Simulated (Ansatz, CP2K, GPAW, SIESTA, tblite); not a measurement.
# (10,0) carbon nanotube (120 atoms) in tblite

Aim: run (10,0) carbon nanotube (120 atoms) in tblite and see how near its forces come to a plane-wave reference, and at what cost.

Method: the method is named at each step, in tblite 0.8.0.

## 1. The starting structure

The cell holds 120 atoms: 120 C. Cell: a = 19.830 Å, b = 19.830 Å, c = 12.783 Å, α = 90.0°, β = 90.0°, γ = 90.0°. It derives from C (graphene). Graphene sheet (a = 2.46 Å) rolled into a (10,0) tube of diameter 7.83 Å, 3 periods, 12 Å of vacuum; not relaxed, displaced by a Gaussian of 0.02 Å. Then every atom was moved at random, 0.03 Å r.m.s. a Cartesian component. Vacuum lies along a and b. The structure's axis is c.

The yardstick, on the same geometry:

* method: Kohn-Sham DFT, PBE, PAW, plane waves (Ansatz 0.2.0); cutoff 420 eV, Γ point, fermi-dirac smearing of 0.05 eV; PAW set soft_2
* r.m.s. force component: 2.146 eV/Å
* longest force: 7.806 eV/Å
* gap (highest filled to lowest empty level): 0.8213 eV
* SCF cycles: 11
* time: 91 s on 4 threads of Arm Neoverse V1, shared host
* CPU time: 5.8 min

## 2. GFN2-xTB

Method: GFN2-xTB tight binding, diagonalisation.

Input file run.py:

```python
import numpy as np
from ase.io import read
from tblite.ase import TBLite

atoms = read("structure.xyz")
atoms.calc = TBLite(method="GFN2-xTB", electronic_temperature=580, accuracy=1.0, max_iterations=250, mixer_damping=0.1, verbosity=1)
energy = atoms.get_potential_energy()
forces = atoms.get_forces()
print(f"energy {energy:.6f} eV")
print("forces (eV/A)")
for i, (a, f) in enumerate(zip(atoms, forces)):
    print(f"{i:4d} {a.symbol:2s} {f[0]:10.5f} {f[1]:10.5f} {f[2]:10.5f}")
print("charges (e)")
print(np.array2string(atoms.get_charges(), precision=4, suppress_small=True, max_line_width=110, threshold=100000))
```

Input file structure.xyz:

```xyz
120
Lattice="19.83042 0.00000 0.00000 0.00000 19.83042 0.00000 0.00000 0.00000 12.78253" Properties=species:S:1:pos:R:3 pbc="T T T"
C 13.75121 9.92374 1.47958
C 13.64075 11.11852 0.69294
C 13.10315 12.23973 1.40774
C 12.24191 13.02918 0.67875
C 13.66197 11.10940 3.51801
C 13.05199 12.21871 2.87978
C 11.08322 13.61279 1.39521
C 9.87991 13.84143 0.73091
C 12.20166 13.10136 3.53693
C 11.14014 13.62092 2.89333
C 8.75692 13.62469 1.42525
C 7.64284 13.09165 0.68041
C 9.87257 13.83350 3.54051
C 8.66530 13.65007 2.80819
C 6.77189 12.24588 1.41567
C 6.17559 11.10860 0.69805
C 7.60992 13.16760 3.60122
C 6.72112 12.23081 2.86418
C 5.96182 9.96340 1.44187
C 6.13216 8.67958 0.72183
C 6.18114 11.07569 3.52363
C 6.01040 9.84184 2.78301
C 6.75920 7.72534 1.43164
C 7.59743 6.73838 0.71071
C 6.24420 8.71785 3.55623
C 6.82563 7.62797 2.84143
C 8.70258 6.19205 1.38921
C 9.91362 6.00187 0.73832
C 7.62123 6.78617 3.50344
C 8.68949 6.17956 2.83580
C 11.17286 6.22536 1.43880
C 12.18976 6.78756 0.77334
C 9.90133 6.03638 3.54511
C 11.12546 6.21565 2.84002
C 13.10335 7.59604 1.41042
C 13.64650 8.72320 0.68719
C 12.24449 6.74552 3.66360
C 13.08272 7.54389 2.84360
C 13.64115 8.66153 3.58345
C 13.81883 9.90272 2.84283
C 13.81248 9.93226 5.66854
C 13.63460 11.08144 4.94313
C 13.10454 12.27860 5.67877
C 12.23874 13.10117 4.99707
C 13.53823 11.05903 7.79300
C 13.02819 12.24053 7.06899
C 11.15560 13.72206 5.68273
C 9.92572 13.89755 5.01101
C 12.19254 13.10196 7.81792
C 11.15778 13.61279 7.09136
C 8.72003 13.62429 5.68490
C 7.58652 13.13071 4.93418
C 9.90767 13.86801 7.78814
C 8.75533 13.64571 7.10504
C 6.73282 12.24667 5.69296
C 6.18848 11.16116 4.94876
[... 60 atom lines left out ...]
C 12.24370 6.72945 12.07016
C 13.09561 7.63352 11.37274
C 13.69291 8.74125 12.04587
C 13.84500 9.87674 11.37939
```

On the command line:

```sh
> OMP_NUM_THREADS=1 python run.py > output.txt
```

The log of the run:

```text
------------------------------------------------------------
  cycle        total energy    energy error   density error
------------------------------------------------------------
      1     -257.7210033540  -2.6302440E+02   1.5203988E-01
      2     -257.7262954731  -5.2921191E-03   1.3667819E-01
      3     -257.7052987271   2.0996746E-02   1.3046851E-02
      4     -257.7296713091  -2.4372582E-02   2.2180309E-03
      5     -257.7298638369  -1.9252778E-04   1.6773390E-03
      6     -257.7298962221  -3.2385210E-05   1.1527802E-03
      7     -257.7298965971  -3.7500303E-07   4.0417854E-04
      8     -257.7299080291  -1.1431982E-05   1.0048305E-04
      9     -257.7299091680  -1.1389677E-06   4.9366752E-05
     10     -257.7299092002  -3.2146602E-08   3.8569222E-05
     11     -257.7299092043  -4.1255817E-09   1.6274079E-05
------------------------------------------------------------
 total:                                   3.567 sec
energy -7013.188049 eV
forces (eV/A)
   0 C     0.89266   -0.92269   -3.86730
   1 C    -0.30325    0.34601    2.21354
   2 C     0.25863   -1.17499    1.44929
   3 C    -2.62495    2.36922    1.47695
   4 C    -0.77499    0.81773    1.62601
   5 C     1.10443   -0.44621   -2.76062
   6 C     2.58925   -0.56553    1.76951
   7 C     3.62567    0.27338   -3.08566
   8 C     1.74103   -0.93481    2.75540
   9 C    -3.38526    1.16998   -3.86299
  10 C    -4.45175   -0.57864   -0.59340
  11 C    -0.24762    0.25900    0.22684
  12 C     1.45028    0.36104    1.23670
  13 C     1.77704    0.42436    2.17693
  14 C    -0.66429   -1.11824   -0.24357
  15 C     0.78393    2.32926   -0.64040
  16 C    -2.18792   -2.02700   -4.42463
  17 C     0.62832    0.03849   -0.66637
  18 C    -0.07012   -2.61592   -3.41421
  19 C    -0.57501    3.18145   -1.29292
  20 C     0.64335    1.76360   -0.19022
  21 C    -0.14040    3.37183    3.36421
  22 C     2.06511   -4.30467   -0.32124
  23 C    -0.76518    1.66055   -0.71162
[...]
112 C    -1.43804   -0.72723   -0.52456
 113 C     0.43619    0.60535   -0.55420
 114 C    -1.62566   -4.38504    3.86270
 115 C     1.87408    3.71282   -3.95693
 116 C     0.36215    1.14676    1.06873
 117 C    -0.41189   -0.79903   -1.41673
 118 C    -1.24313   -3.88111    2.37146
 119 C     0.15391    3.94912   -2.19396
charges (e)
[ 0.0015  0.0016 -0.0033  0.0023  0.0031 -0.0012 -0.0167  0.0077  0.0087 -0.0013  0.0116 -0.0125 -0.009
  0.0064 -0.0068 -0.0067  0.0087 -0.0119  0.0074 -0.0013 -0.0061  0.008   0.0034 -0.0124  0.0055  0.0035
  0.0056 -0.0016  0.0067 -0.0047  0.0076  0.0072 -0.0038 -0.0091  0.0008 -0.0078  0.003  -0.0057 -0.0019
  0.0045 -0.     -0.0033 -0.0022  0.001  -0.0105 -0.0011 -0.0007 -0.0023 -0.0009  0.0032 -0.004   0.0044
 -0.0023 -0.0033 -0.0053  0.0025  0.0071  0.0064 -0.0136  0.0019 -0.0002  0.0099  0.0005 -0.0028 -0.0205
  0.0063  0.0111 -0.0033  0.0113 -0.0133  0.0042  0.0111 -0.009  -0.0028 -0.0049 -0.002  -0.0025  0.0046
  0.0003  0.0049  0.0025 -0.0054  0.0053  0.0117 -0.0023 -0.01    0.0044  0.0015  0.0051  0.0011 -0.0136
 -0.002  -0.0097  0.0081 -0.0109  0.0157  0.0128  0.0118  0.0024 -0.004  -0.0058 -0.0073 -0.0026 -0.0011
  0.003   0.0058  0.0092 -0.003  -0.0033 -0.0002  0.0034  0.0046 -0.0023  0.0016  0.0022  0.0014 -0.007
 -0.0091  0.0111  0.0045]
```

It took 4.4 s on 1 thread of Arm Neoverse V1, shared host; peak memory 0.23 GiB.

Banners, paths, timers and routine set-up lines are dropped from the logs unmarked, and long logs keep their key lines alone; longer cuts are marked.

Numbers from this run, and their distance from the reference:

```
r.m.s. force component                  : 2.052 eV/Å
r.m.s. difference of force components   : 160.4 meV/Å
longest difference of force vectors     : 526.8 meV/Å
force difference over r.m.s. force      : 7.474 %
slope of forces against the reference's : 0.9545
correlation of force components         : 0.9981
```

Local excerpt of 10 atoms (numbers count through the whole input) about C88, picked at random; x, y, z are measured from there.

| atom | x | y | z | distance (Å) | bonds | Mulliken charge (e) | Fx | Fy | Fz (eV/Å) |
| --- | --- | --- | --- | --- | --- | --- | --- | --- | --- |
| C88 | 0.00 | 0.00 | 0.00 | 0.00 | 3 | 0.00 | -0.88 | -0.22 | -0.34 |
| C87 | 1.21 | -0.21 | 0.67 | 1.40 | 3 | 0.00 | -1.13 | 0.98 | 3.30 |
| C91 | -1.21 | -0.25 | 0.69 | 1.42 | 3 | -0.01 | -0.41 | -0.14 | 0.66 |
| C53 | -0.02 | 0.02 | -1.43 | 1.43 | 3 | 0.00 | 2.02 | -0.38 | 0.92 |
| C84 | 2.28 | -0.78 | 0.06 | 2.41 | 3 | 0.01 | -0.45 | 0.93 | -4.43 |
| C54 | -1.17 | -0.20 | -2.11 | 2.43 | 3 | 0.00 | -3.39 | -0.81 | -0.47 |
| C92 | -2.31 | -0.83 | -0.04 | 2.45 | 3 | 0.00 | 0.24 | 0.95 | 3.44 |
| C50 | 1.23 | -0.23 | -2.13 | 2.47 | 3 | 0.00 | -2.29 | 2.03 | 0.09 |
| C90 | 1.23 | -0.21 | 2.13 | 2.47 | 3 | 0.00 | -1.73 | 0.67 | -0.98 |
| C94 | -1.25 | -0.24 | 2.18 | 2.52 | 3 | 0.01 | 4.71 | 2.13 | -4.78 |

Atoms are counted from 1 here, from 0 in the log.

Forces lie 7.5 % from the reference's, at 0.012 times its CPU time (on 1 against 4 cores).

## 3. GFN1-xTB

Method: GFN1-xTB tight binding, diagonalisation.

run.py, as its differences from that of step 2:

```diff
@@ -5,3 +5,3 @@
 atoms = read("structure.xyz")
-atoms.calc = TBLite(method="GFN2-xTB", electronic_temperature=580, accuracy=1.0, max_iterations=250, mixer_damping=0.1, verbosity=1)
+atoms.calc = TBLite(method="GFN1-xTB", electronic_temperature=580, accuracy=1.0, max_iterations=250, mixer_damping=0.1, verbosity=1)
 energy = atoms.get_potential_energy()
```

structure.xyz is that of step 2.

The log of the run:

```text
------------------------------------------------------------
  cycle        total energy    energy error   density error
------------------------------------------------------------
      1     -254.1756143030  -2.5891651E+02   9.2283870E-01
      2     -254.1784417569  -2.8274539E-03   8.3048426E-01
      3     -254.1690028384   9.4389185E-03   1.9525969E-02
[...]
9     -254.1808154250  -1.3496094E-07   2.5375194E-05
     10     -254.1808154458  -2.0820039E-08   6.9852205E-06
------------------------------------------------------------
 total:                                   1.763 sec
energy -6916.612289 eV
forces (eV/A)
   0 C     0.90938   -0.93181   -3.93761
   1 C    -0.23732    0.37653    2.26698
   2 C     0.33888   -1.14138    1.42266
[...]
118 C    -1.17717   -3.94175    2.36727
 119 C     0.22334    3.99023   -2.18751
charges (e)
[ 0.0029  0.0015 -0.0043  0.0047  0.0005 -0.0009 -0.0155  0.0078  0.0073 -0.001   0.0122 -0.0118 -0.0081
  0.0052 -0.0065 -0.0049  0.0086 -0.0119  0.0072 -0.0046 -0.0046  0.0073  0.0067 -0.0154  0.0051  0.0025
  0.0072 -0.0032  0.0079 -0.0055  0.0062  0.0094 -0.0023 -0.0091 -0.0009 -0.0081  0.0038 -0.0044 -0.0023
  0.0044 -0.     -0.0014 -0.0053  0.0043 -0.0082  0.0004 -0.0029 -0.002  -0.0025  0.0074 -0.0029  0.0026
[...]
0.0009 -0.0128  0.0104 -0.014   0.0192  0.0089  0.0145  0.0007 -0.0016 -0.0076 -0.0051 -0.0044 -0.0001
  0.0029  0.0081  0.0072 -0.0036 -0.0012 -0.002   0.0059  0.0019 -0.001  -0.0004  0.0042 -0.0006 -0.0076
 -0.0087  0.0104  0.0036]
```

The job ended after 2.4 s (1 thread; peak memory 0.23 GiB).

Compared with the plane-wave run:

| Quantity | Value |
| --- | --- |
| r.m.s. force component | 2.076 eV/Å |
| r.m.s. difference of force components | 130.1 meV/Å |
| longest difference of force vectors | 446.5 meV/Å |
| force difference over r.m.s. force | 6.062 % |
| slope of forces against the reference's | 0.9662 |
| correlation of force components | 0.9987 |

Against the first run (7.5 %), the force difference from the reference is 6.1 %, at 0.56 times the CPU time.

## 4. All runs compared

Differences are against the plane-wave reference, forces as r.m.s. over components; share is that over the reference's r.m.s. force, slope the least-squares factor from reference forces to these. Total energies of different programs have different zeros and aren't compared.

| run | Δ force, r.m.s. (meV/Å) | share (%) | slope | cores | CPU time | memory (GiB) |
| --- | --- | --- | --- | --- | --- | --- |
| reference | - | - | - | 4 | 5.8 min | 4.8 |
| tblite GFN2-xTB | 160 | 7.47 | 0.955 | 1 | 4.3 s | 0.23 |
| tblite GFN1-xTB | 130 | 6.06 | 0.966 | 1 | 2.4 s | 0.23 |

CPU time is summed over cores on a shared host, where runs went side by side, so it is rough. Symmetry, cutoffs, thresholds, outputs and thread counts weren't matched or tuned between programs; memory under MPI is the largest rank's times the ranks.

## 5. Summary of results

```yaml
nearest_in_forces: tblite GFN1-xTB, 6.1 %
its_cpu_time: 2.4 s
```

Tight binding differs by 6.1 % (tblite GFN1-xTB) to 7.5 % (tblite GFN2-xTB); it is another model, with fitted parameters of its own, and the xTB methods hold dispersion. Of the electronic-structure runs that take under half the reference's CPU time, tblite GFN1-xTB comes nearest, at 6.1 % in 2.4 s against 5.8 min. Periodic xTB results under one method name differ between programs and library versions. The electronic-structure runs sample only Γ, in a cell whose periodic width is 13 Å.

[Also dropped from logs without a mark: logging warnings of Python, and SIESTA's first energy breakdown and zero terms.]

[Logs are printed without paths, hosts, clocks, repeated set-up lines and the standing remarks that a program may print on its own settings, such as how far it seeks lower states.]

[Hosts, paths, dates, database ids (printed as entryN), source tags and the programs' standing remarks are cut or masked in the printed files.]
